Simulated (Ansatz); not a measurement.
In doubt: masses and optical values from hybrid runs of this build are listed as unsure (in some of the runs), which bears on the screening that GW takes from such a start.

System: Selenium (P3_121, 3 atoms a cell).

Symmetry: P3_121, No. 152, trigonal system. Conventional cell: a = 4.366 Å, b = 4.366 Å, c = 4.954 Å, α = 90.00°, β = 90.00°, γ = 120.00°. Nearest to Se lie 2 Se at 2.37 Å.

```
Se
1.0
     4.36620    0.00000    0.00000
    -2.18310    3.78124    0.00000
     0.00000    0.00000    4.95360
Se
3
Direct
  0.22540 0.00000 0.33333
  0.00000 0.22540 0.66667
  0.77460 0.77460 0.00000
```

The cell and positions come from the Crystallography Open Database and are kept as given unless a step says otherwise.

Gaps computed with Ansatz 0.2.0 without a self-energy: HSE06 1.78 eV, r2SCAN 1.27 eV and PBE0 2.43 eV.

Q: Estimate the G0W0@HSE06 gap with 6×6×4 mesh, 244 empty bands, screening to 120 eV, PAW set soft_1 files.

About 2.15 eV: on its mesh the run moves the gap from 1.78 eV by +0.37 eV. Among the scalar-relativistic levels given, PBE0 is nearest (+0.28 eV). Bands and cutoff are finite, so the gap is not at the basis limit. The miss can reach some tenths of an eV and take either sign; the mesh is an error of its own. The many-body steps are scalar-relativistic: spin-orbit coupling is not in them.

[Paths, hosts, dates, memory and timing lines, banners, echoed tables and standing remarks are left out of the program output.]

[Logs are printed without paths, hosts, clocks, repeated set-up lines and the standing remarks that a program may print on its own settings, such as how far it seeks lower states.]

[Runs of the session that timed out or met a known fault of the program may be left out.]

[Cells called generated may have been cut or substituted from an entry of the Crystallography Open Database or the Materials Project.]

[Hosts, paths, dates, database ids (printed as entryN), source tags and the programs' standing remarks are cut or masked in the printed files.]
